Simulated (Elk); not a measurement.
**Does GdRhPb3 carry moments in Elk?**

Wanted: the moments of GdRhPb3 and the energy gained by spin polarisation.

Program: Elk 11.2.3 (patched build). Level of theory: LDA (Perdew-Wang); all-electron APW+lo, Dirac cores, scalar-relativistic bands. Results are calculated unless marked as measured.

### Step 1. Set-up

The structure is tetragonal, space group I4mm (No. 107). The conventional cell has a = 4.508 Å, b = 4.508 Å, c = 10.583 Å, α = 90.00°, β = 90.00°, γ = 90.00°. Nearest to Gd lie 12 Pb at 3.32 to 3.56 Å and 5 Rh at 3.57 to 3.68 Å. Pb has 1 Rh at 2.55 Å and 4 Pb at 2.76 Å and 4 Gd at 3.32 Å nearest. Nearest to Pb lie 2 Rh at 2.53 Å and 6 Pb at 2.76 to 3.19 Å and 4 Gd at 3.39 to 3.56 Å. Nearest to Rh lie 5 Pb at 2.53 to 2.55 Å and 5 Gd at 3.57 to 3.68 Å. invented: EuSi3Rh (I4mm) with Pb for Si, Gd for Eu. Farther neighbours are not listed.

The cell is a made-up one and need not be a known phase.

### Step 2. Order 1, typed as ferro +

The parallel start comes first: it fits the smallest cell, keeps the most symmetry and shows whether parallel moments form.

Moments are seeded by fields in the spheres (the last three columns under atoms), set against the wanted direction and reduced each loop.

elk.in reads:

```
tasks
  0
  33
  73

xctype
  3

rgkmax
  7.0

nempty
  8

swidth
  0.003

reducebf
  0.6

epsengy
  1e-05

maxscl
  100

lmaxi
  3

spincore
  .true.

spinpol
  .true.

sppath
  './'

avec
  -4.25948992806 4.25948992806 9.99919855009
  4.25948992806 -4.25948992806 9.99919855009
  4.25948992806 4.25948992806 -9.99919855009

atoms
  3
  'Gd.in'
  1
  0.0025952200 0.0025952200 0.0000000000   0.000000 0.000000 -0.375000
  'Pb.in'
  3
  0.4140647300 0.4140647300 0.0000000000   0.000000 0.000000 0.000000
  0.2633481500 0.7633481500 0.5000000000   0.000000 0.000000 0.000000
  0.7633481500 0.2633481500 0.5000000000   0.000000 0.000000 0.000000
  'Rh.in'
  1
  0.6546447500 0.6546447500 0.0000000000   0.000000 0.000000 0.000000

ngridk
  8 8 8

plot3d
  0 0 0
  1 0 0
  0 1 0
  0 0 1
  31 31 31
```

On the command line:

```sh
$ OMP_NUM_THREADS=4 elk
```

Numbers of over 12 decimals in the logs are rounded to 6 here.

Output:

```text
Warning(init1): few empty states an atom for a second variation :    8.000000000
 they are its basis, with spin, DFT+U, afieldc (12 by default), in Hartree-Fock and RDMFT; 30 and more for pressures
Warning(gndstate): the lowest level lies among the core levels :   -2.500510589      -2.408562588
 is it the species file's wish, or a core state in the basis a second time?
Warning(gndstate): core states of species 2 leak from the muffin-tin :   0.6291414875E-02

--- INFO.OUT ---
┌─────────────────────────┐
│ Elk code version 11.2.3 │
└─────────────────────────┘

All units are atomic (Hartree, Bohr, etc.)

┌─────────────────────────────────────────────────┐
│ Ground-state run starting from atomic densities │
└─────────────────────────────────────────────────┘

Lattice vectors :
  -4.259489928       4.259489928       9.999198550
   4.259489928      -4.259489928       9.999198550
   4.259489928       4.259489928      -9.999198550

Reciprocal lattice vectors :
  0.3417456098E-17  0.7375513751      0.3141844457
  0.7375513751      0.3417456098E-17  0.3141844457
  0.7375513751      0.7375513751     -0.8008614696E-17

Unit cell volume      :    725.6720143
Brillouin zone volume :   0.3418213857

Muffin-tin inner radius fraction :   0.1000000000E-01

Nuclei treated as point charges

Species : 1 (Gd)
 parameters loaded from : Gd.in
 name : gadolinium
 nuclear charge    :   -64.00000000
 electronic charge :    64.00000000
 atomic mass :    286649.2145
 muffin-tin radius :    2.800000000
 number of radial points in muffin-tin :    697
 inner part over the whole radius :   0.9876862568E-02
 number on inner part of muffin-tin    :    499
 approximate nuclear radius :   0.9600684756E-04
 number of mesh points to nuclear radius :    256
 atomic positions (lattice), magnetic fields (Cartesian) :
  1 :   0.00000000  0.00000000  0.00000000    0.00000000  0.00000000 -0.37500000

Species : 2 (Pb)
 parameters loaded from : Pb.in
 name : lead
 nuclear charge    :   -82.00000000
 electronic charge :    82.00000000
 atomic mass :    377702.4943
 muffin-tin radius :    2.453713366
 number of radial points in muffin-tin :    697
 inner part over the whole radius :   0.9899644119E-02
 number on inner part of muffin-tin    :    499
 approximate nuclear radius :   0.1047603524E-03
 number of mesh points to nuclear radius :    265
 atomic positions (lattice), magnetic fields (Cartesian) :
  1 :   0.41146951  0.41146951  0.00000000    0.00000000  0.00000000  0.00000000
  2 :   0.26075293  0.76075293  0.50000000    0.00000000  0.00000000  0.00000000
  3 :   0.76075293  0.26075293  0.50000000    0.00000000  0.00000000  0.00000000

Species : 3 (Rh)
 parameters loaded from : Rh.in
 name : rhodium
 nuclear charge    :   -45.00000000
 electronic charge :    45.00000000
 atomic mass :    187585.2511
 muffin-tin radius :    2.278448125
 number of radial points in muffin-tin :    597
 inner part over the whole radius :   0.9782965030E-02
 number on inner part of muffin-tin    :    423
 approximate nuclear radius :   0.8524867730E-04
 number of mesh points to nuclear radius :    214
 atomic positions (lattice), magnetic fields (Cartesian) :
  1 :   0.65204953  0.65204953  0.00000000    0.00000000  0.00000000  0.00000000

Total number of atoms per unit cell :    5
Total muffin-tin volume :    327.1422160
 ratio of muffin-tin to unit cell volume :   0.4508127772

Spin treatment :
 spin-polarised
 spin-polarised core states
 global magnetic field (Cartesian) :    0.000000000       0.000000000       0.000000000
 collinear magnetisation in z-direction

Number of Bravais lattice symmetries :   16
Number of crystal symmetries         :    8
Crystal has no inversion symmetry
Complex Hermitian eigensolver will be used

k-point grid :      8     8     8
k-point offset :    0.000000000       0.000000000       0.000000000
k-point set is reduced with full crystal symmetry group
Total number of k-points :      100

Muffin-tin radius times maximum |G+k| :    7.000000000
 using average radius
Maximum |G+k| for APW functions       :    2.813597956
Maximum (1/2)|G+k|²                   :    3.958166730
Maximum |G| for potential and density :    12.00000000
Constant for pseudocharge density :    8
 order of it for each species :   15  15  15
 order of it for pair densities of each species (exact exchange by exxq0 0: 15) :   12   9   7
Radial integration step length :    1

G-vector grid sizes :     45    45    45
Number of G-vectors :    21139

Maximum angular momentum used for
 APW functions            :    8
 outer part of muffin-tin :    6
 inner part of muffin-tin :    3

Total nuclear charge    :   -355.0000000
Total core charge       :    278.0000000
Total valence charge    :    77.00000000
Total excess charge     :    0.000000000
Total electronic charge :    355.0000000

Effective Wigner radius, rₛ :   0.7873016062

Number of empty states         :     40
Total number of valence states :    158
Total number of core states    :    278

Third-order local-orbitals added for an l without core states : T
Total number of local-orbitals :     97

Exchange-correlation functional :      3     0     0
 Perdew-Wang/Ceperley-Alder, Phys. Rev. B 45, 13244 (1992)
 gradient requirement :    0
 local density approximation (LDA)

Smearing type :    3
 Fermi-Dirac
Smearing width :   0.3000000000E-02
Effective electronic temperature (K) :    947.3250744

Mixing type :    3
 Broyden mixing, J. Phys. A: Math. Gen. 17, L317 (1984)

Kohn-Sham potential initialised from atomic data

┌──────────────────────────────┐
│ Self-consistent loop started │
└──────────────────────────────┘

┌─────────────────┐
│ Loop number : 1 │
└─────────────────┘

Energies :
 Fermi                       :     0.210858
 sum of occupied eigenvalues :     -48601.530661497
 electron kinetic            :      90335.621320587
 core electron kinetic       :      89558.621202209
 Coulomb                     :     -167626.14895163
 Coulomb potential           :     -136848.73275567
 nuclear-nuclear             :     -6837.1705069628
 electron-nuclear            :     -184876.47770582
 Hartree                     :      24087.499261148
 Madelung                    :     -99201.782573796
 xc potential                :     -2087.9752894654
 xc effective B-field        :    -0.364090
 external B-field            :      0.000000
 exchange                    :     -1479.4514817907
 correlation                 :     -36.564167038806
 electron entropic           :    -0.11217337355916E-01
 total energy                :     -78806.554497213
 (external B-field energy excluded from total)

Density of states at Fermi energy :    398.4438559
 (states/Hartree/unit cell)

[...]
total in muffin-tins        :    5.354665314
 total moment                :    5.418993502

┌─────────────────┐
│ Loop number : 2 │
└─────────────────┘

Energies :
 Fermi                       :     0.220196
 sum of occupied eigenvalues :     -48600.845299939
 electron kinetic            :      90328.626374870
 core electron kinetic       :      89559.484551090
 Coulomb                     :     -167619.15208428
 Coulomb potential           :     -136859.88541612
 nuclear-nuclear             :     -6837.1705069628
 electron-nuclear            :     -184851.30759161
 Hartree                     :      24069.326014288
 Madelung                    :     -99189.209376226
 xc potential                :     -2069.1169000987
 xc effective B-field        :    -0.437163
 external B-field            :      0.000000
 exchange                    :     -1478.9009831466
 correlation                 :     -36.544703117569
 electron entropic           :    -0.89618538031351E-02
 total energy                :     -78805.980357533
 (external B-field energy excluded from total)

Density of states at Fermi energy :    297.7298695
 (states/Hartree/unit cell)

Estimated indirect band gap :   0.2747901242E-03
 from k-point 82 to k-point 72
Estimated direct band gap   :   0.2995393550E-02
 at k-point 36

Charges :
 core                        :    278.0000000
 valence                     :    77.00000000
 interstitial                :    9.795579618
 muffin-tins (core leakage)
  species : 1 (Gd)
   atom 1                    :    62.79026959     (  0.5594074572E-05)
  species : 2 (Pb)
   atom 1                    :    79.67412205     (  0.6665282072E-02)
   atom 2                    :    79.68936538     (  0.6667487333E-02)
   atom 3                    :    79.68936538     (  0.6667487333E-02)
  species : 3 (Rh)
   atom 1                    :    43.36129797     ( -0.4890140893E-05)
 total in muffin-tins        :    345.2044204
 total calculated charge     :    354.9788012
 total charge                :    355.0000000
 error                       :   0.2119880880E-01

Moments :
 interstitial                :   0.7336664295E-01
 muffin-tins
  species : 1 (Gd)
   atom 1                    :    5.846913903
  species : 2 (Pb)
   atom 1                    :  -0.5626847921E-02
   atom 2                    :  -0.2075355263E-02
   atom 3                    :  -0.2075355263E-02
  species : 3 (Rh)
   atom 1                    :  -0.3920740986E-02
 total in muffin-tins        :    5.833215604
 total moment                :    5.906582247

RMS change in Kohn-Sham potential (target) :   0.9317245544     (  0.1000000000E-05)
Absolute change in total energy (target)   :   0.5741396808     (  0.1000000000E-04)

[... loops 3 to 24 left out ...]

┌──────────────────┐
│ Loop number : 25 │
└──────────────────┘

Energies :
 Fermi                       :     0.375933
 sum of occupied eigenvalues :     -48563.278566897
 electron kinetic            :      90322.502205084
 core electron kinetic       :      89563.027096301
 Coulomb                     :     -167613.63815264
 Coulomb potential           :     -136875.18239386
 nuclear-nuclear             :     -6837.1705069628
 electron-nuclear            :     -184824.79413544
 Hartree                     :      24048.326489764
 Madelung                    :     -99176.046955705
 xc potential                :     -2010.0110918909
 xc effective B-field        :    -0.587286
 external B-field            :      0.000000
 exchange                    :     -1478.1449426292
 correlation                 :     -36.512247343185
 electron entropic           :    -0.31908455009468E-02
 total energy                :     -78805.796328369
 (external B-field energy excluded from total)

Density of states at Fermi energy :    91.79092101
 (states/Hartree/unit cell)

Estimated indirect band gap :   0.3250669191E-03
 from k-point 71 to k-point 8
Estimated direct band gap   :   0.1685881771E-02
 at k-point 60

Charges :
 core                        :    278.0000000
 valence                     :    77.00000000
 interstitial                :    10.11599507
 muffin-tins (core leakage)
  species : 1 (Gd)
   atom 1                    :    62.02435514     (  0.6021195851E-05)
  species : 2 (Pb)
   atom 1                    :    79.86321631     (  0.6291414873E-02)
   atom 2                    :    79.83864459     (  0.6283769646E-02)
   atom 3                    :    79.83864459     (  0.6283769646E-02)
  species : 3 (Rh)
   atom 1                    :    43.31914431     ( -0.4898272646E-05)
 total in muffin-tins        :    344.8840049
 total calculated charge     :    354.9799986
 total charge                :    355.0000000
 error                       :   0.2000136991E-01

Moments :
 interstitial                :   0.6412931795E-01
 muffin-tins
  species : 1 (Gd)
   atom 1                    :    6.758873808
  species : 2 (Pb)
   atom 1                    :  -0.1096001840E-01
   atom 2                    :  -0.1176314058E-01
   atom 3                    :  -0.1176314058E-01
  species : 3 (Rh)
   atom 1                    :  -0.2278944504E-01
 total in muffin-tins        :    6.701598064
 total moment                :    6.765727382

RMS change in Kohn-Sham potential (target) :   0.3494026024E-07 (  0.1000000000E-05)
Absolute change in total energy (target)   :   0.4698973498E-05 (  0.1000000000E-04)

Convergence targets achieved

┌──────────────────┐
│ Loop number : 26 │
└──────────────────┘

Energies :
 Fermi                       :     0.375933
 sum of occupied eigenvalues :     -48563.278563612
 electron kinetic            :      90322.502206314
 core electron kinetic       :      89563.027098425
 Coulomb                     :     -167613.63815122
 Coulomb potential           :     -136875.18239551
 nuclear-nuclear             :     -6837.1705069628
 electron-nuclear            :     -184824.79413098
 Hartree                     :      24048.326486716
 Madelung                    :     -99176.046953469
 xc potential                :     -2010.0110882036
 xc effective B-field        :    -0.587286
 external B-field            :      0.000000
 exchange                    :     -1478.1449425375
 correlation                 :     -36.512247337980
 electron entropic           :    -0.31908457253596E-02
 total energy                :     -78805.796325630
 (external B-field energy excluded from total)

Density of states at Fermi energy :    91.79093217
 (states/Hartree/unit cell)

Estimated indirect band gap :   0.3250613830E-03
 from k-point 71 to k-point 8
Estimated direct band gap   :   0.1685905322E-02
 at k-point 60

Charges :
 core                        :    278.0000000
 valence                     :    77.00000000
 interstitial                :    10.11599508
 muffin-tins (core leakage)
  species : 1 (Gd)
   atom 1                    :    62.02435505     (  0.6021194409E-05)
  species : 2 (Pb)
   atom 1                    :    79.86321632     (  0.6291414875E-02)
   atom 2                    :    79.83864460     (  0.6283769635E-02)
   atom 3                    :    79.83864460     (  0.6283769635E-02)
  species : 3 (Rh)
   atom 1                    :    43.31914435     ( -0.4898272142E-05)
 total in muffin-tins        :    344.8840049
 total calculated charge     :    354.9799986
 total charge                :    355.0000000
 error                       :   0.2000136990E-01

Moments :
 interstitial                :   0.6413037428E-01
 muffin-tins
  species : 1 (Gd)
   atom 1                    :    6.758874246
  species : 2 (Pb)
   atom 1                    :  -0.1095996891E-01
   atom 2                    :  -0.1176309102E-01
   atom 3                    :  -0.1176309102E-01
  species : 3 (Rh)
   atom 1                    :  -0.2279155994E-01
 total in muffin-tins        :    6.701596535
 total moment                :    6.765726909

┌──────────────────────────────┐
│ Self-consistent loop stopped │
└──────────────────────────────┘

Warning : the lowest level lies among the core levels :   -2.500510589      -2.408562588

Warning : core states of species 2 leak from the muffin-tin :   0.6291414875E-02

Wrote STATE.OUT
```

It took 9.3 min on 4 threads of Arm Neoverse V2, shared host; peak memory 0.52 GiB.

Spin moment in the muffin-tin sphere by atom:

```csv
atom,spin moment in the muffin-tin sphere (μB)
Gd1,6.76
Pb2,-0.01
Pb3,-0.01
Pb4,-0.01
Rh5,-0.02
```

Read from the output:

| Quantity | Value |
| --- | --- |
| density of states at the Fermi level | 3.373 states/eV/cell |
| moment between the spheres | 0.06413 μB |
| magnetization | 6.766 μB |
| final state | ferromagnetic |

After 26 cycles the largest moment stands at 6.76 μB.

(Continued in part 2 of 2.)

[Logs and program files are shortened in this print: banners, set-up blocks, solver, clock and traceback lines can be left out without a mark of their own.]

[Logs are printed without paths, hosts, clocks, repeated set-up lines and the standing remarks that a program may print on its own settings, such as how far it seeks lower states.]

[Hosts, paths, dates, database ids (printed as entryN), source tags and the programs' standing remarks are cut or masked in the printed files.]

[Where a cell is said to come from a database of computed structures, the database is the Materials Project.]
